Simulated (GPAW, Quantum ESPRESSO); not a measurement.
# Core-hole calculation of the F K edge in ScF3 (Pm-3m), part 2 of 2

Aim: the near-edge shape at the F K edge of ScF3 (Pm-3m), and what the core hole does to it.

GPAW 26.7.0; X-ray absorption from dipole matrix elements to empty bands, plane-wave PAW LDA.

So far. Step 2 (The field without a hole): The mesh shows a gap of 6.20 eV, so the hole is first treated in a charged cell, without the excited electron. Step 3 (Spectrum without a core hole, F atom 2): Main maxima below 24 eV (height): 1.1 eV (2.11), 4.0 eV (1.76), 7.0 eV (0.82), 11.2 eV (1.82) and 19.7 eV (1.14). A K edge sees empty p states; the first features are F p mixed into the empty d states of the Sc neighbours, and the broad ones above probably into the cations' higher empty bands.

## (5) Spectrum with FCH, F atom 2

The holes are 7.0 Å apart. In GPAW the data set carries the hole's charge, so charge=0 means a charged cell and charge=-1 a neutral one. The excited electron is left out and a uniform background balances the charge. After the field has converged, empty bands are computed with the density fixed and the dipole matrix elements are summed.

File xas.py:

```python
import numpy as np
from ase import Atoms
from ase.parallel import parprint, paropen
from gpaw import GPAW, PW, FermiDirac, Mixer, MixerDif, setup_paths
from gpaw.test import gen
setup_paths.insert(0, '.')
gen('F', name='fch1s', xcname='LDA', corehole=(1, 0, 1), write_xml=True)
from gpaw.mpi import world
world.barrier()

atoms = Atoms('Sc4F12',
    cell=[[4.01245, 4.01245, 4.01245],
     [-4.01245, 4.01245, -4.01245],
     [-4.01245, -4.01245, 4.01245]],
    scaled_positions=[[0, 0, 0],
     [0, 0.5, 0.5],
     [0.5, 0, 0.5],
     [0.5, 0.5, 0],
     [0.25, 0, 0.25],
     [0.25, 0.5, 0.75],
     [0.75, 0, 0.75],
     [0.75, 0.5, 0.25],
     [0.25, 0.25, 0],
     [0.25, 0.75, 0.5],
     [0.75, 0.25, 0.5],
     [0.75, 0.75, 0],
     [0, 0.75, 0.75],
     [0, 0.25, 0.25],
     [0.5, 0.75, 0.25],
     [0.5, 0.25, 0.75]],
    pbc=True)
atoms.calc = calc = GPAW(legacy_gpaw=True, mode=PW(500, force_complex_dtype=True), xc='LDA', setups={4: 'fch1s'},
    kpts={'size': (3, 3, 3), 'gamma': True}, occupations=FermiDirac(0.02),
    charge=0, mixer=Mixer(0.1, 5, 50), maxiter=150,
    convergence={'density': 0.0001, 'eigenstates': 1e-6}, txt='scf.txt')
energy = atoms.get_potential_energy() + calc.get_reference_energy()
ef = calc.get_fermi_level()
out = dict(energy=energy, fermi=ef, forces=atoms.get_forces().tolist())
parprint(f'all-electron energy {energy:.4f} eV, Fermi level {ef:.4f} eV')
ev = np.array([[calc.get_eigenvalues(k, s) for k in range(len(calc.get_ibz_k_points()))] for s in range(calc.get_number_of_spins())])
out['homo'], out['lumo'], out['counts'] = ev[ev < ef].max(), ev[ev > ef].min(), sorted(set((ev < ef).sum((0, 2)).tolist()))
out['filled'] = (ev[:, 0] < ef).sum(1).tolist()

from ase.units import Ha
from gpaw.xas import dipole_matrix_elements
nb = int(calc.get_number_of_electrons() / 2) + 176
top, nb = nb, nb + 8 + nb // 12
nscf = calc.fixed_density(kpts={'size': (4, 4, 4), 'gamma': True}, nbands=nb,
    convergence={'bands': top, 'eigenstates': 5e-3}, maxiter=60, txt='nscf.txt')
cell = atoms.cell.array
ops = [cell.T @ U.T @ np.linalg.inv(cell.T) for U in nscf.wfs.kd.symmetry.op_scc]
filled = [64]  # bands filled in the ground state, by spin
E = np.arange(-6, 34, 0.1)
fwhm = np.interp(E, [4, 25], [0.9, 3.5])
Y, X, zero, highest = 0, 0, 1e9, 1e9
for spin in range(nscf.get_number_of_spins()):
    wfs = nscf.wfs
    mine = wfs.bd.get_slice()  # this rank's bands
    A = dipole_matrix_elements(wfs.setups[4])
    eps = np.zeros((wfs.kd.nibzkpts, nb))
    d = np.zeros((3, A.shape[1], wfs.kd.nibzkpts, nb), complex)
    for kpt in wfs.kpt_u:
        if kpt.s == spin and 4 in kpt.P_ani:
            eps[kpt.k, mine] = kpt.eps_n * Ha
            d[:, :, kpt.k, mine] = (kpt.weight * wfs.nspins / 2) ** 0.5 * np.inner(A, kpt.P_ani[4])
    world.sum(eps)
    world.sum(d)
    T = np.einsum('amkn,bmkn->abkn', d, d.conj()).real
    T = sum(np.einsum('ai,ijkn,bj->abkn', R, T, R) for R in ops) / len(ops)
    empty = np.ones_like(eps, bool) & (np.arange(nb) >= filled[spin])
    zero, highest = min(zero, eps[empty].min()), min(highest, eps[:, top - 1].min())
    lines = [(eps, T, empty)] if spin == 0 else lines + [(eps, T, empty)]
for eps, T, empty in lines:
    f = np.einsum('aakn->akn', T).reshape(3, -1)
    x = eps.ravel() - zero
    w = np.interp(x, E, fwhm) / 2.35482
    g = np.exp(-0.5 * ((E[:, None] - x) / w) ** 2) / (w * (2 * np.pi) ** 0.5)
    Y = Y + (f * empty.ravel()) @ g.T
    X = X + (f * ~empty.ravel()) @ g.T
out.update(E=E.round(2).tolist(), xas=Y.tolist(), xes=X.tolist(), zero=zero, valid=highest - zero, nk=len(eps), nb=nb)
for i in range(0, len(E), 10):
    parprint(f'{E[i]:7.2f}', *(f'{v:10.3e}' for v in Y[:, i]))
import json
with paropen('out.json', 'w') as f:
    json.dump(out, f)
```

Launch:

```bash
$ OMP_NUM_THREADS=1 mpirun -n 4 gpaw python xas.py
```

Numbers of over 12 decimals in the logs are rounded to 6 here.

The log of the run:

```text
Input parameters:
  convergence: {density: 0.0001,
                eigenstates: 1e-06}
  kpts: {gamma: True,
         size: (3, 3, 3)}
  maxiter: 150
  mixer: {backend: pulay,
          beta: 0.1,
          method: separate,
          nmaxold: 5,
          weight: 50}
  mode: {ecut: 500.0,
         force_complex_dtype: True,
         name: pw}
  occupations: {fixmagmom: False,
                name: fermi-dirac,
                width: 0.02}
  setups: {4: fch1s}

Initialize ...

[... PAW data sets ...]

Reference energy: -114650.697462  # eV

Spin-paired calculation

[... convergence settings ...]
Symmetries present (total): 8
  [... symmetry matrices ...]

27 k-points: 3 x 3 x 3 Monkhorst-Pack grid
6 k-points in the irreducible part of the Brillouin zone
       k-points in crystal coordinates                weights
   0:     0.00000000    0.00000000    0.00000000          1/27
   1:     0.33333333   -0.33333333    0.33333333          2/27
   2:     0.33333333    0.00000000   -0.33333333          4/27
   3:     0.33333333    0.00000000    0.00000000          8/27
   4:     0.33333333    0.33333333   -0.33333333          4/27
   5:     0.33333333    0.33333333    0.33333333          8/27

Wave functions: Plane wave expansion
  Cutoff energy: 500.000 eV
  Number of coefficients (min, max): 6537, 6603
  Pulay-stress correction: 0.000000 eV/Ang^3 (de/decut=0.000000)
  Using FFTW library
  Wavefunction extrapolation:
    Improved wavefunction reuse through dual PAW basis

Occupation numbers: Fermi-Dirac:
  width: 0.0200  # eV

Eigensolver
   Davidson(niter=2)

Densities:
  Coarse grid: 36*36*36 grid
  Fine grid: 72*72*72 grid
  Total Charge: 1.000000

Density mixing:
  Method: separate
  Backend: pulay
  Linear mixing parameter: 0.1
  old densities: 5
  Width of damping distribution: 1.1
  Damping of long wavelength oscillations: 50

[... Hamiltonian set-up ...]
Number of atoms: 16
Number of atomic orbitals: 100
Number of bands in calculation: 81
Number of valence electrons: 128
Bands to converge: occupied

... initialized

Initializing position-dependent things.

Density initialized from atomic densities
Creating initial wave functions:
  81 bands from LCAO basis set

                      F
                       F

                 F    Sc F
                          F
            F       F F  Sc
             F         F
       F    Sc   F    Sc

Atomic positions and initial magnetic moments

Positions:
   0 Sc     0.000000    0.000000    0.000000    ( 0.0000,  0.0000,  0.0000)
   1 Sc    -4.012450    0.000000    0.000000    ( 0.0000,  0.0000,  0.0000)
   2 Sc     0.000000    0.000000    4.012450    ( 0.0000,  0.0000,  0.0000)
   3 Sc     0.000000    4.012450    0.000000    ( 0.0000,  0.0000,  0.0000)
   4 F      0.000000    0.000000    2.006225    ( 0.0000,  0.0000,  0.0000)
   5 F     -4.012450   -0.000000    2.006225    ( 0.0000,  0.0000,  0.0000)
   6 F     -0.000000   -0.000000    6.018675    ( 0.0000,  0.0000,  0.0000)
[...]
13 F     -2.006225    0.000000    0.000000    ( 0.0000,  0.0000,  0.0000)
  14 F     -2.006225    4.012450    0.000000    ( 0.0000,  0.0000,  0.0000)
  15 F     -2.006225   -0.000000    4.012450    ( 0.0000,  0.0000,  0.0000)

Unit cell:
           periodic     x           y           z      points  spacing
  1. axis:    yes    4.012450    4.012450    4.012450    36     0.1576
  2. axis:    yes   -4.012450    4.012450   -4.012450    36     0.1576
  3. axis:    yes   -4.012450   -4.012450    4.012450    36     0.1576

  Lengths:   6.949767   6.949767   6.949767
  Angles:  109.471221 109.471221 109.471221

Effective grid spacing dv^(1/3) = 0.1769

iter:   1  -136.388089
iter:   2  -132.491366   -0.68  -1.17
iter:   3  -127.178764   -0.22  -1.25
iter:   4  -127.229453   -0.88  -1.50
iter:   5  -127.255459   -1.06  -1.62
iter:   6  -127.352460   -1.10  -2.05
iter:   7  -127.188518   -1.80  -2.14
iter:   8  -127.177870   -2.50  -2.42
iter:   9  -127.170059c  -2.94  -2.59
iter:  10  -127.169046c  -2.85  -2.96
iter:  11  -127.168006c  -3.74  -3.23
iter:  12  -127.168099c  -4.24  -3.32
iter:  13  -127.168048c  -4.35  -3.49
iter:  14  -127.168007c  -5.29  -3.78
iter:  15  -127.167987c  -5.56  -3.97
iter:  16  -127.167989c  -5.61  -4.10c
iter:  17  -127.167980c  -6.07c -4.29c

Converged after 17 iterations.

Dipole moment: (0.000000, 0.000000, -0.977747) |e|*Ang

Energy contributions relative to reference atoms: (reference = -114650.697462)

Kinetic:        +93.126076
Potential:     -128.072632
External:        +0.000000
XC:             -95.091488
Entropy (-ST):   -0.000000
Local:           +2.870063
SIC:             +0.000000
--------------------------
Free energy:   -127.167980
Extrapolated:  -127.167980

Showing only first 2 kpts
 Kpt  Band  Eigenvalues  Occupancy
  0    62     -2.48468    2.00000
  0    63     -2.46614    2.00000
  0    64      3.21931    0.00000
  0    65      3.21931    0.00000

  1    62     -2.56684    2.00000
  1    63     -2.46241    2.00000
  1    64      3.38155    0.00000
[...]
Fermi level: -0.45770

Gap: 5.682 eV
Transition (v -> c):
  (s=0, k=1, n=63, [0.33, -0.33, 0.33]) -> (s=0, k=0, n=64, [0.00, 0.00, 0.00])
Direct/indirect transitions are different
Direct gap: 5.685 eV
Transition at: (s=0, k=0, n=63, [0.00, 0.00, 0.00])

Forces in eV/Ang:
  0 Sc    0.00000    0.00000   -5.00338
  1 Sc    0.00000   -0.00000   -0.00000
  2 Sc    0.00000    0.00000    5.00338
  3 Sc    0.00000   -0.00000   -0.00000
  4 F     0.00000    0.00000    0.00000
  5 F     0.00000    0.00000   -0.00000
  6 F     0.00000   -0.00000   -0.00000
[...]
13 F     0.68749    0.00000    0.34143
 14 F    -0.68749    0.00000   -0.34143
 15 F     0.68749    0.00000   -0.34143
Scalar-relativistic atomic LDA calculation for F (Fluorine, Z=9)
Core hole in 1s state (1s occupation: 1.0)
300 radial gridpoints.
|------------------------------------------------|
|------------------------------------------------|
[... the atom generator's iteration count ...]

Energy contributions:
-------------------------
Kinetic:      +73.074518
XC:            -7.529720
Potential:   -138.883139
-------------------------
Total:        -73.338341

state      eigenvalue         ekin         rmax
-----------------------------------------------
1s^1.0 :   -27.508849    38.870947        0.112
2s^2.0 :    -1.877741     5.094802        0.712
2p^5.0 :    -1.212468     4.802793        0.605
-----------------------------------------------
(units: Bohr and Hartree)

Generating PAW setup
Kinetic energy of the core from tauc = 38.910803
Cutoffs:
rc(s)=1.200
rc(p)=1.200
rc(d)=1.200
rc(vbar)=1.080
rc(comp)=1.200
rc(nct)=1.200

Kinetic energy of the core states: 38.870947
Charge: 1.0
Core electrons: 1.0
Valence electrons: 7.0
Pseudo-core charge: 0.000102
Shape function alpha=6.944
Pseudo-electron charge 5.398325
state    eigenvalue         norm
--------------------------------
2s(2) :    -1.877741     1.039630
*s    :    -0.877741
2p(5) :    -1.212468     0.663793
*p    :    -0.212468
*d    :     0.000000
--------------------------------

Diagonalizing with gridspacing h=0.050

state   all-electron     PAW
-------------------------------
2s:      -1.877741    -1.879888
2p:      -1.212468    -1.215269
*d:                   -0.058611
*f:                   -0.013370
-------------------------------
all-electron energy -114777.8654 eV, Fermi level -0.4577 eV
[...]
31.00  4.879e-05  4.879e-05  7.882e-05
  32.00  4.433e-05  4.433e-05  8.514e-05
  33.00  3.868e-05  3.868e-05  7.627e-05
```

The job ended after 4 min (4 MPI ranks of Arm Neoverse V1, shared host; peak memory 0.52 GiB; 16 min of CPU time).

The F K spectrum, F atom 2, full core hole (charged cell) (energy from the lowest empty level; intensity scaled to a mean of 1 over the first 20 eV):

| E (eV) | intensity |
| --- | --- |
| -2.0 | 0.00 |
| -1.4 | 0.00 |
| -0.8 | 0.02 |
| -0.2 | 0.47 |
| 0.4 | 1.65 |
| 1.0 | 0.98 |
| 1.6 | 0.71 |
| 2.2 | 1.06 |
| 2.8 | 1.28 |
| 3.4 | 0.90 |
| 4.0 | 0.99 |
| 4.6 | 0.97 |
| 5.2 | 0.67 |
| 5.8 | 0.59 |
| 6.4 | 0.83 |
| 7.0 | 1.05 |
| 7.6 | 1.16 |
| 8.2 | 1.19 |
| 8.8 | 1.44 |
| 9.4 | 1.72 |
| 10.0 | 1.78 |
| 10.6 | 1.60 |
| 11.2 | 1.31 |
| 11.8 | 1.03 |
| 12.4 | 0.79 |
| 13.0 | 0.63 |
| 13.6 | 0.54 |
| 14.2 | 0.52 |
| 14.8 | 0.56 |
| 15.4 | 0.63 |
| 16.0 | 0.71 |
| 16.6 | 0.78 |
| 17.2 | 0.84 |
| 17.8 | 0.92 |
| 18.4 | 1.01 |
| 19.0 | 1.08 |
| 19.6 | 1.11 |
| 20.2 | 1.06 |
| 20.8 | 0.92 |
| 21.4 | 0.75 |
| 22.0 | 0.60 |
| 22.6 | 0.51 |
| 23.2 | 0.47 |
| 23.8 | 0.50 |
| 24.4 | 0.57 |
| 25.0 | 0.67 |
| 25.6 | 0.80 |
| 26.2 | 0.95 |
| 26.8 | 1.08 |
| 27.4 | 1.20 |
| 28.0 | 1.30 |
| 28.6 | 1.40 |
| 29.2 | 1.51 |
| 29.8 | 1.63 |
| 30.4 | 1.75 |
| 31.0 | 1.83 |
| 31.6 | 1.84 |

Main maxima below 24 eV (height): 0.5 eV (1.70), 2.8 eV (1.28), 4.3 eV (1.05), 9.8 eV (1.79) and 19.5 eV (1.11). 

The hole costs E(hole) − E(ground) = 687.07 eV, and the lowest empty level of the hole cell on the spectrum's mesh lies at 3.22 eV, which puts the zero at 690.29 eV. One term is added: -9.89 eV, since the hole is spin-paired here and a spin-polarised one costs that much less in the free atom (computed apart). The photon energy is then 680.40 eV. The functional and the charged cell's background leave an error in such absolute values: in the free atom LDA prices this hole 4.7 eV below PBE (computed apart), and PBE is itself good to a few eV.

## (6) Excitation energy, F atom 2

With the excited electron kept in the cell the system stays neutral, and the energy difference is an excitation energy by itself. In a small cell that electron takes up a good share of the lowest empty band, or all of one, which shifts the value from the true onset.

Changed against the first core-hole run: core hole to XCH, with the smearing that suits a partly filled band.

File scf.py:

```python
import numpy as np
from ase import Atoms
from ase.parallel import parprint, paropen
from gpaw import GPAW, PW, FermiDirac, Mixer, MixerDif, setup_paths
from gpaw.test import gen
setup_paths.insert(0, '.')
gen('F', name='fch1s', xcname='LDA', corehole=(1, 0, 1), write_xml=True)
from gpaw.mpi import world
world.barrier()

atoms = Atoms('Sc4F12',
    cell=[[4.01245, 4.01245, 4.01245],
     [-4.01245, 4.01245, -4.01245],
     [-4.01245, -4.01245, 4.01245]],
    scaled_positions=[[0, 0, 0],
     [0, 0.5, 0.5],
     [0.5, 0, 0.5],
     [0.5, 0.5, 0],
     [0.25, 0, 0.25],
     [0.25, 0.5, 0.75],
     [0.75, 0, 0.75],
     [0.75, 0.5, 0.25],
     [0.25, 0.25, 0],
     [0.25, 0.75, 0.5],
     [0.75, 0.25, 0.5],
     [0.75, 0.75, 0],
     [0, 0.75, 0.75],
     [0, 0.25, 0.25],
     [0.5, 0.75, 0.25],
     [0.5, 0.25, 0.75]],
    pbc=True)
atoms.calc = calc = GPAW(legacy_gpaw=True, mode=PW(500, force_complex_dtype=True), xc='LDA', setups={4: 'fch1s'},
    kpts={'size': (3, 3, 3), 'gamma': True}, occupations=FermiDirac(0.04),
    charge=-1, mixer=Mixer(0.1, 5, 50), maxiter=150,
    convergence={'density': 0.0001, 'eigenstates': 1e-6}, txt='scf.txt')
energy = atoms.get_potential_energy() + calc.get_reference_energy()
ef = calc.get_fermi_level()
out = dict(energy=energy, fermi=ef, forces=atoms.get_forces().tolist())
parprint(f'all-electron energy {energy:.4f} eV, Fermi level {ef:.4f} eV')
ev = np.array([[calc.get_eigenvalues(k, s) for k in range(len(calc.get_ibz_k_points()))] for s in range(calc.get_number_of_spins())])
out['homo'], out['lumo'], out['counts'] = ev[ev < ef].max(), ev[ev > ef].min(), sorted(set((ev < ef).sum((0, 2)).tolist()))
out['filled'] = (ev[:, 0] < ef).sum(1).tolist()
import json
with paropen('out.json', 'w') as f:
    json.dump(out, f)
```

Launch:

```bash
$ OMP_NUM_THREADS=1 mpirun -n 4 gpaw python scf.py
```

The log of the run:

```text
Input parameters:
  charge: -1
  convergence: {density: 0.0001,
                eigenstates: 1e-06}
  kpts: {gamma: True,
         size: (3, 3, 3)}
  maxiter: 150
  mixer: {backend: pulay,
          beta: 0.1,
          method: separate,
          nmaxold: 5,
          weight: 50}
  mode: {ecut: 500.0,
         force_complex_dtype: True,
         name: pw}
  occupations: {fixmagmom: False,
[...]
2s(2) :    -1.877741     1.039630
*s    :    -0.877741
2p(5) :    -1.212468     0.663793
*p    :    -0.212468
*d    :     0.000000
--------------------------------

Diagonalizing with gridspacing h=0.050

state   all-electron     PAW
-------------------------------
2s:      -1.877741    -1.879888
2p:      -1.212468    -1.215269
*d:                   -0.058611
*f:                   -0.013370
-------------------------------
all-electron energy -114774.0713 eV, Fermi level 4.2744 eV
[key lines of the parts left out:]
Converged after 20 iterations.
Dipole moment: (0.000000, 0.000000, -0.985716) |e|*Ang
Free energy:   -123.398743
Fermi level: 4.27440
```

Wall time 42 s (4 MPI ranks); peak memory 0.27 GiB.

The total-energy difference is 690.86 eV. With the free-atom term of -9.89 eV for this edge, the photon energy is 680.97 eV.

## (7) What the core hole does

Both curves are counted from their own zero, so only the shift of weight within the empty states shows.

| E (eV) | no hole | FCH |
| --- | --- | --- |
| -2.0 | 0.00 | 0.00 |
| -1.0 | 0.00 | 0.00 |
| 0.0 | 0.28 | 0.87 |
| 1.0 | 2.10 | 0.98 |
| 2.0 | 0.63 | 0.98 |
| 3.0 | 0.90 | 1.23 |
| 4.0 | 1.76 | 0.99 |
| 5.0 | 0.65 | 0.77 |
| 6.0 | 0.57 | 0.64 |
| 7.0 | 0.82 | 1.05 |
| 8.0 | 0.73 | 1.17 |
| 9.0 | 1.04 | 1.55 |
| 10.0 | 1.36 | 1.78 |
| 11.0 | 1.79 | 1.41 |
| 12.0 | 1.60 | 0.94 |
| 13.0 | 1.05 | 0.63 |
| 14.0 | 0.61 | 0.52 |
| 15.0 | 0.54 | 0.58 |
| 16.0 | 0.59 | 0.71 |
| 17.0 | 0.62 | 0.82 |
| 18.0 | 0.80 | 0.95 |
| 19.0 | 1.06 | 1.08 |
| 20.0 | 1.12 | 1.09 |
| 21.0 | 0.88 | 0.87 |
| 22.0 | 0.57 | 0.60 |
| 23.0 | 0.39 | 0.48 |
| 24.0 | 0.35 | 0.51 |
| 25.0 | 0.40 | 0.67 |
| 26.0 | 0.51 | 0.90 |
| 27.0 | 0.66 | 1.12 |
| 28.0 | 0.81 | 1.30 |
| 29.0 | 0.94 | 1.47 |
| 30.0 | 1.08 | 1.67 |
| 31.0 | 1.21 | 1.83 |
| 32.0 | 1.31 | 1.80 |

With each curve scaled to its own mean, the area from −2 to 6 eV with the hole is 6.1 against 6.5, and the centre of weight from −1 to 20 eV moves by +0.0 eV (first and strongest maxima below 20 eV: 1.1 eV (2.11), 4.0 eV (1.76) and 11.2 eV (1.82) without the hole, 0.5 eV (1.70), 2.8 eV (1.28) and 9.8 eV (1.79) with it); the shape changes all the same, by 37 % r.m.s.

## (8) Against the measurement

Features are paired by their description (first, strongest, rising edge, steepest rise) or, failing that, by nearness after a common offset; their character isn't checked.

GPAW LDA (Gaussian full width 0.9 eV up to 4 eV, rising linearly to 3.5 eV at 25 eV):

| measured feature | measured (eV) | computed feature | computed (eV) | difference (eV) |
| --- | --- | --- | --- | --- |
| F K-edge, lowest-energy sharp peak at the onset | 687 | first maximum | 680.9 | -6.1 |

## (9) Runs not followed above

These runs aren't followed: redraws of a spectrum that repeat one shown, runs with a planted fault or a state judged unsound, or a program's part that gave no sound spectrum.

| program | step | status | elapsed |
| --- | --- | --- | --- |
| Quantum ESPRESSO | ground state | crashed | 8.8 s |

## (10) Results

| Item | Value |
| --- | --- |
| absorber and edge | F K, atom 2 of the ground-state input (counted from 1) |
| surroundings | 2 Sc at 2.01 Å (linear, site symmetry 4/mmm) |
| highest intensity below 16 eV | 9.8 eV above the zero, height 1.79 |
| photon energy of the zero, with the added terms | 680.4 eV (raw 690.3 eV; LDA puts this hole about 5 eV below PBE, itself good to a few eV) |

What this shows: GPAW LDA lies 6.1 eV below the measured energy, of which about 5 eV is this functional's underpricing of the hole against PBE in the free atom. Energy scales of different experiments differ by up to about 1 eV. The F K edge of atom 2, with 2 Sc at 2.01 Å (linear, site symmetry 4/mmm), has its highest intensity of the first 16 eV at 9.8 eV above the zero, near 690 eV in photon energy (LDA puts this hole about 5 eV below PBE, itself good to a few eV), 1.8 times the mean level of the first 20 eV (Gaussian full width 0.9 eV up to 4 eV, rising linearly to 3.5 eV at 25 eV). With each curve scaled to its own mean, the area from −2 to 6 eV with the hole is 6.1 against 6.5, and the centre of weight from −1 to 20 eV moves by +0.0 eV (first and strongest maxima below 20 eV: 1.1 eV (2.11), 4.0 eV (1.76) and 11.2 eV (1.82) without the hole, 0.5 eV (1.70), 2.8 eV (1.28) and 9.8 eV (1.79) with it); the shape changes all the same, by 37 % r.m.s. The neutral-cell energy lies +0.6 eV from the charged-cell zero, a gap made of the charged-cell error and of where the added electron settles. The same cell was also set up in Quantum ESPRESSO; that part failed, was judged unsound or used a data set known to give false states; its runs are listed without their results. The mesh is coarse (0.28 Å⁻¹ between points), so small maxima may be mesh ripples. Lifetime broadening is put in by hand, and intensities beyond about 20 eV depend on it and on the partial waves; weight that the partial waves miss at high energy is lost. The structure is a published determination, not relaxed.

[Banner, clock and machine lines of the logs are left out without a mark of their own.]

[Logs are printed without paths, hosts, clocks, repeated set-up lines and the standing remarks that a program may print on its own settings, such as how far it seeks lower states.]

[Hosts, paths, dates, database ids (printed as entryN), source tags and the programs' standing remarks are cut or masked in the printed files.]

[Lists of maxima count a maximum above −3 eV only where it reaches 4 % of the highest in the window and stands out from its surroundings by 2 % of it (1.5 % where it reaches 55 %); shoulders and weaker maxima are passed over, and of the rest the first, up to two pre-edge ones and the few strongest are named.]
